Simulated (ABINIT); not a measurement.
# SiO2 (Cristobalite): G0W0 with ABINIT, start to end, part 3 of 3

Aim: the G0W0 gap of SiO2 (Cristobalite) on PBE, step by step.

ABINIT 10.8.3; PBE and many-body steps on it, plane waves. Known limits of the many-body steps: not at the basis limit; coarse k mesh.

So far. Step 3 (Bands along the symmetry lines): The gap is 5.801 eV, as in the run before at this level. Step 4 (Empty states on the mesh, 2×2×2 mesh, 358 bands): On this mesh the gap is 5.801 eV.

The database entry behind the starting cell lists a temperature of 340 K, so it need not match the best structure at ambient conditions.

**5. Screening, 2×2×2 mesh, 326 bands, screening to 155.1 eV**

The RPA dielectric matrix is built and inverted for each q.

This step: RPA screening on PBE, plane waves, norm-conserving pseudopotentials.

File run.abi:

```
acell 3*1.0 Angstrom
rprim 
  4.982000000000 0.000000000000 0.000000000000
  0.000000000000 4.982000000000 0.000000000000
  0.000000000000 0.000000000000 6.963000000000
ntypat 2
znucl 14 8
natom 12
typat 1 1 1 1 2 2 2 2 2 2 2 2
xred 
  0.298970000000 0.298970000000 -0.000000000000
  0.201030000000 0.798970000000 0.250000000000
  0.701030000000 0.701030000000 0.500000000000
  0.798970000000 0.201030000000 0.750000000000
  0.239890000000 0.103470000000 0.178130000000
  0.396530000000 0.739890000000 0.428130000000
  0.760110000000 0.896530000000 0.678130000000
  0.603470000000 0.260110000000 0.928130000000
  0.739890000000 0.396530000000 0.571870000000
  0.896530000000 0.760110000000 0.321870000000
  0.260110000000 0.603470000000 0.071870000000
  0.103470000000 0.239890000000 0.821870000000
pp_dirpath "pseudos"
pseudos "Si.upf, O.upf"
ecut 36
ngkpt 2 2 2
nshiftk 1
shiftk 0 0 0
kptopt 1
chksymbreak 0
istwfk *1
occopt 1
irdwfk 1
optdriver 3
nband 326
ecuteps 5.7
inclvkb 2
awtr 1
symchi 1
indata_prefix "in"
outdata_prefix "out"
tmpdata_prefix "tmp"
```

Command:

```sh
$ OMP_NUM_THREADS=1 mpirun -n 4 abinit run.abi > log
```

Numbers of over 12 decimals in the logs are rounded to 6 here.

Output:

```text
.Version 10.8.3 of ABINIT. v10.8.2 released Aug 2026.

 Symmetries : space group P4_1 2_1 2 (# 92); Bravais tP (primitive tetrag.)
[... echo of the input left out ...]
== DATASET  1 ==================================================================
-   mpi_nproc: 4, omp_nthreads: 1 (-1 if OMP is not activated)

--- !DatasetInfo
iteration_state: {dtset: 1, }
dimensions: {natom: 12, nkpt: 6, mband: 326, nsppol: 1, nspinor: 1, nspden: 1, mpw: 12056, }
cutoff_energies: {ecut:  36.0, pawecutdg:  -1.0, }
electrons: {nelect:   6.40000000E+01, charge:   0.00000000E+00, occopt:   1.00000000E+00, tsmear:   1.00000000E-02, }

 SCREENING: Calculation of the susceptibility and dielectric matrices

 Based on a program developped by R.W. Godby, V. Olevano, G. Onida, and L. Reining.
 Incorporated in ABINIT by V. Olevano, G.-M. Rignanese, and M. Torrent.
.Using double precision arithmetic ; gwpc =  8

[... cell and pseudopotentials left out ...]
--------------------------------------------------------------------------------

 ==== K-mesh for the wavefunctions ====
 Number of points in the irreducible wedge :     6
[... list of points left out ...]
 Together with  8 symmetry operations and time-reversal symmetry
 yields     8 points in the full Brillouin Zone.

 ==== Q-mesh for the screening function ====
 Number of points in the irreducible wedge :     6
[... list of points left out ...]
 Together with  8 symmetry operations and time-reversal symmetry
 yields     8 points in the full Brillouin Zone.

 setmesh: FFT mesh size selected  =    48x   48x   60
          total number of points  =       138240

 vcoul_init : cutoff-mode = AUXILIARY_FUNCTION
 q-points for optical limit:   1
     1)      0.000010    0.000020    0.000030

- screening: taking advantage of time-reversal symmetry
- Maximum band index for partially occupied states nbvw = 32
- Remaining bands to be divided among processors   nbcw = 294
- Number of bands treated by each node ~73

 Number of electrons calculated from density =   64.0000; Expected =   64.0000
 average of density, n =  0.054876
 r_s =    1.6325
 omega_plasma =   22.5967 [eV]

 calculating chi0 at frequencies [eV] :
  1    0.000000E+00    0.000000E+00
  2    0.000000E+00    2.259672E+01

--------------------------------------------------------------------------------
  q-point number  1        q = ( 0.000000, 0.000000, 0.000000) [r.l.u.]
--------------------------------------------------------------------------------
[... chi0 elements left out ...]
 For q-point:  0.000010 0.000020 0.000030
  dielectric constant =   2.1393
  dielectric constant without local fields =   2.3458

  Average fulfillment of the sum rule on Im[epsilon] for q-point    1 :     70.73  [%]
[... wings left out ...]
  q-point number  2        q = ( 0.500000, 0.000000, 0.000000) [r.l.u.]
--------------------------------------------------------------------------------
[... chi0 elements left out ...]
  Average fulfillment of the sum rule on Im[epsilon] for q-point    2 :     73.80  [%]

 [... 4 further q-points ...]
```

Wall time 9.2 min (4 MPI ranks of Arm Neoverse V1, shared host); peak memory 6.7 GiB; 37 min of CPU time.

Numbers from this step:

```yaml
eps_infinity_with_local_fields_on_this_mesh_along_the_program_s_q_direction: 2.139
the_same_without_local_fields: 2.346
plasma_frequency: 22.60 eV
plane_waves_in_the_screening_matrix: 751
```

Local fields lower ε∞ by 9 %. On a Γ-centred mesh this coarse the value itself is usually too large, while a short band sum pulls it down.

**6. Self-energy, 2×2×2 mesh, 326 bands, screening to 155.1 eV**

The self-energy is evaluated for the states that the input lists, and the levels follow from it, in one-shot runs by the linearised quasiparticle equation.

This step: G0W0 on PBE, plane waves, norm-conserving pseudopotentials.

run.abi: that of step 5 with these lines changed.

```diff
@@ -33,8 +33,25 @@
 irdwfk 1
-optdriver 3
+optdriver 4
 nband 326
+gwcalctyp 0
+ecutsigx 36
+symsigma 1
+nkptgw 6
+kptgw 
+  0.0000000000 0.0000000000 0.0000000000
+  0.5000000000 0.0000000000 0.0000000000
+  0.5000000000 0.5000000000 0.0000000000
+  0.0000000000 0.0000000000 0.5000000000
+  0.5000000000 0.0000000000 0.5000000000
+  0.5000000000 0.5000000000 0.5000000000
+bdgw 
+  30 35
+  31 34
+  31 34
+  31 34
+  31 34
+  29 36
 ecuteps 5.7
-inclvkb 2
-awtr 1
-symchi 1
+irdscr 1
+ppmodel 1
 indata_prefix "in"
```

Output:

```text
.Version 10.8.3 of ABINIT. v10.8.2 released Aug 2026.

 Symmetries : space group P4_1 2_1 2 (# 92); Bravais tP (primitive tetrag.)
[... echo of the input left out ...]
== DATASET  1 ==================================================================
-   mpi_nproc: 4, omp_nthreads: 1 (-1 if OMP is not activated)

--- !DatasetInfo
iteration_state: {dtset: 1, }
dimensions: {natom: 12, nkpt: 6, mband: 326, nsppol: 1, nspinor: 1, nspden: 1, mpw: 12056, }
cutoff_energies: {ecut:  36.0, pawecutdg:  -1.0, }
electrons: {nelect:   6.40000000E+01, charge:   0.00000000E+00, occopt:   1.00000000E+00, tsmear:   1.00000000E-02, }

 SIGMA: Calculation of the GW corrections

 Based on a program developped by R.W. Godby, V. Olevano, G. Onida, and L. Reining.
 Incorporated in ABINIT by V. Olevano, G.-M. Rignanese, and M. Torrent.
.Using double precision arithmetic ; gwpc =  8

[... cell and pseudopotentials left out ...]
--------------------------------------------------------------------------------

 ==== K-mesh for the wavefunctions ====
 Number of points in the irreducible wedge :     6
[... list of points left out ...]
 Together with  8 symmetry operations and time-reversal symmetry
 yields     8 points in the full Brillouin Zone.

 ==== Q-mesh for screening function ====
 Number of points in the irreducible wedge :     6
[... list of points left out ...]
 Together with  8 symmetry operations and time-reversal symmetry
 yields     8 points in the full Brillouin Zone.

 vcoul_init : cutoff-mode = AUXILIARY_FUNCTION
 q-points for optical limit:   1
     1)      0.000010    0.000020    0.000030
 setmesh: FFT mesh size selected  =    54x   54x   72
          total number of points  =       209952

 Number of electrons calculated from density =   64.0000; Expected =   64.0000
 average of density, n =  0.054876
 r_s =    1.6325
 omega_plasma =   22.5967 [eV]

 === KS Band Gaps ===
  >>>> For spin  1
   Minimum direct gap =   5.8008 [eV], located at k-point      :   0.0000  0.0000  0.0000
   Fundamental gap    =   5.8008 [eV], Top of valence bands at :   0.0000  0.0000  0.0000
                                       Bottom of conduction at :   0.0000  0.0000  0.0000
 SIGMA fundamental parameters:
 PLASMON POLE MODEL  1
 number of plane-waves for SigmaX                12019
 number of plane-waves for SigmaC and W            751
 number of plane-waves for wavefunctions         12019
 number of bands                                   326
 number of independent spin polarizations            1
 number of spinorial components                      1
 number of k-points in IBZ                           6
 number of q-points in IBZ                           6
 number of symmetry operations                       8
 number of k-points in BZ                            8
 number of q-points in BZ                            8
 number of frequencies for dSigma/dE                 9
 frequency step for dSigma/dE [eV]                0.25
 number of omega for Sigma on real axis              0
 max omega for Sigma on real axis  [eV]           0.00
 zcut for avoiding poles [eV]                     0.10

 EPSILON^-1 parameters (SCR file):
 dimension of the eps^-1 matrix on file            751
 dimension of the eps^-1 matrix used               751
 number of plane-waves for wavefunctions         12019
 number of bands                                   326
 number of q-points in IBZ                           6
 number of frequencies                               2
 number of real frequencies                          1
 number of imag frequencies                          1

 matrix elements of self-energy operator (all in [eV])

 Perturbative Calculation

--- !SelfEnergy_ee
iteration_state: {dtset: 1, }
kpoint     : [   0.000,    0.000,    0.000, ]
spin       : 1
KS_gap     :    5.801
QP_gap     :    8.337
Delta_QP_KS:    2.536
data: !SigmaeeData |
     Band     E0 <VxcDFT>   SigX SigC(E0)      Z dSigC/dE  Sig(E)    E-E0       E
       30  -0.966 -20.056 -25.584   3.844   0.819  -0.222 -21.434  -1.378  -2.344
       31  -0.966 -20.056 -25.584   3.844   0.819  -0.222 -21.434  -1.378  -2.344
       32  -0.696 -20.134 -25.580   3.819   0.819  -0.221 -21.467  -1.332  -2.028
       33   5.105  -9.576  -5.440  -2.769   0.880  -0.136  -8.373   1.204   6.309
       34   8.204  -9.628  -4.701  -3.190   0.874  -0.144  -8.109   1.518   9.722
       35   8.204  -9.628  -4.701  -3.190   0.874  -0.144  -8.109   1.518   9.722

--- !SelfEnergy_ee
iteration_state: {dtset: 1, }
kpoint     : [   0.500,    0.000,    0.000, ]
spin       : 1
KS_gap     :    8.300
QP_gap     :   11.234
Delta_QP_KS:    2.934
data: !SigmaeeData |
     Band     E0 <VxcDFT>   SigX SigC(E0)      Z dSigC/dE  Sig(E)    E-E0       E
       31  -1.166 -19.754 -25.330   3.834   0.819  -0.222 -21.180  -1.426  -2.593
       32  -1.166 -19.754 -25.330   3.834   0.819  -0.222 -21.180  -1.426  -2.593
       33   7.134 -10.778  -6.209  -2.840   0.872  -0.146  -9.270   1.508   8.642
       34   7.134 -10.778  -6.209  -2.840   0.872  -0.146  -9.270   1.508   8.642

--- !SelfEnergy_ee
iteration_state: {dtset: 1, }
kpoint     : [   0.500,    0.500,    0.000, ]
spin       : 1
KS_gap     :    9.348
QP_gap     :   12.357
Delta_QP_KS:    3.009
data: !SigmaeeData |
     Band     E0 <VxcDFT>   SigX SigC(E0)      Z dSigC/dE  Sig(E)    E-E0       E
[...]
--- !SelfEnergy_ee
iteration_state: {dtset: 1, }
kpoint     : [   0.000,    0.000,    0.500, ]
spin       : 1
KS_gap     :    7.418
QP_gap     :   10.235
Delta_QP_KS:    2.817
data: !SigmaeeData |
     Band     E0 <VxcDFT>   SigX SigC(E0)      Z dSigC/dE  Sig(E)    E-E0       E
[...]
--- !SelfEnergy_ee
iteration_state: {dtset: 1, }
kpoint     : [   0.500,    0.000,    0.500, ]
spin       : 1
KS_gap     :    8.337
QP_gap     :   11.433
Delta_QP_KS:    3.096
data: !SigmaeeData |
     Band     E0 <VxcDFT>   SigX SigC(E0)      Z dSigC/dE  Sig(E)    E-E0       E
[...]
--- !SelfEnergy_ee
iteration_state: {dtset: 1, }
kpoint     : [   0.500,    0.500,    0.500, ]
spin       : 1
KS_gap     :    9.943
QP_gap     :   13.002
Delta_QP_KS:    3.059
data: !SigmaeeData |
     Band     E0 <VxcDFT>   SigX SigC(E0)      Z dSigC/dE  Sig(E)    E-E0       E
[...]
32  -1.330 -19.577 -25.145   3.808   0.819  -0.222 -21.018  -1.441  -2.771
       33   8.613 -10.620  -5.800  -2.960   0.870  -0.149  -9.002   1.618  10.231
       34   8.613 -10.620  -5.800  -2.960   0.870  -0.149  -9.002   1.618  10.231
       35   8.613 -10.620  -5.800  -2.960   0.870  -0.149  -9.002   1.618  10.231
       36   8.613 -10.620  -5.800  -2.960   0.870  -0.149  -9.002   1.618  10.231

 New Fermi energy :        9.376437E-02 Ha ,    2.551459E+00 eV

 === QP Band Gaps ===
  >>>> For spin  1
   Minimum direct gap =   8.3368 [eV], located at k-point      :   0.0000  0.0000  0.0000
   Fundamental gap    =   8.3368 [eV], Top of valence bands at :   0.0000  0.0000  0.0000
                                       Bottom of conduction at :   0.0000  0.0000  0.0000

== END DATASET(S) ==============================================================
================================================================================

 -outvars: echo values of variables after computation  --------
           etotal      0.0000000000E+00
            nband         326
             nkpt           6
          spgroup          92
 [... the other variables as echoed above ...]

 Calculation completed.
```

Wall time 7.5 min (4 MPI ranks); peak memory 6 GiB; 30 min of CPU time.

This step gave:

| Quantity | Value |
| --- | --- |
| G0W0 gap on the mesh | 8.337 eV |
| starting gap on the mesh | 5.801 eV |
| k of the valence top | 0, 0, 0 |
| k of the conduction bottom | 0, 0, 0 |
| Z at the valence top | 0.819 |
| Z at the conduction bottom | 0.88 |
| least direct G0W0 gap on the computed points | 8.337 eV |

The gap on the mesh goes from 5.80 eV to 8.34 eV, a correction of +2.54 eV.

Limits: finite bands, cutoff and mesh; coarse k mesh. v1 is the top filled band, c1 the lowest empty one. The levels before and after the correction (eV, zero at the valence-band top of each column):

```csv
,conduction bottom,valence top
Kohn-Sham,5.80,0.00
G0W0,8.34,0.00
```

```csv
,level,energy (eV)
Kohn-Sham,Γ v3-v2,-0.270
Kohn-Sham,Γ v1,0.000
Kohn-Sham,Γ c1,5.801
Kohn-Sham,Γ c2-c3,8.899
G0W0,Γ v3-v2,-0.316
G0W0,Γ v1,0.000
G0W0,Γ c1,8.337
G0W0,Γ c2-c3,11.750
```

**7. Where the time went**

Times are wall times on 4 MPI ranks of Arm Neoverse V1, shared host, good to a factor of about two.

```csv
step,time,share,memory (GiB)
ground state,1.8 min,6 %,0.56
bands along the symmetry lines,2 min,7 %,0.68
empty states on the mesh,9.8 min,32 %,0.78
screening,9.2 min,30 %,6.7
self-energy,7.5 min,25 %,6.0
```

**8. Outcome**

| Quantity | Value |
| --- | --- |
| PBE gap | 5.80 eV, direct |
| G0W0 gap on the mesh | 8.34 eV |
| GW settings | 2×2×2 mesh, 326 bands, screening to 155.1 eV, Godby-Needs plasmon pole |
| known limits | not at the basis limit; coarse k mesh |

G0W0 moves the gap on the mesh from 5.80 eV to 8.34 eV (+2.54 eV), with Z of 0.82 and 0.88 at the edges. Local fields lower the RPA ε∞ on this mesh from 2.35 to 2.14; a Γ-centred mesh this coarse tends to raise both, most where the direct gap is narrow, while a short band sum lowers them. Bands and cutoff are finite, so the gap is not at the basis limit. The miss can reach some tenths of an eV and take either sign; the mesh is an error of its own. The 2×2×2 mesh is coarse for this cell, which bears on the long-range parts of exchange and screening.

[Paths, hosts, dates, memory and timing lines, banners, echoed tables and standing remarks are left out of the program output.]

[Logs are printed without paths, hosts, clocks, repeated set-up lines and the standing remarks that a program may print on its own settings, such as how far it seeks lower states.]

[Runs of the session that timed out or met a known fault of the program may be left out.]

[Hosts, paths, dates, database ids (printed as entryN), source tags and the programs' standing remarks are cut or masked in the printed files.]

[G0W0 gaps are taken among the corrected bands and points alone; a level outside them can change the order at an edge.]

[Where Ansatz stands beside ABINIT at settings called matched, ABINIT's density can come from a denser mesh and the files from another edition; pairs whose starting gaps differed by over 0.03 eV were left out, so agreement reads better than it is.]
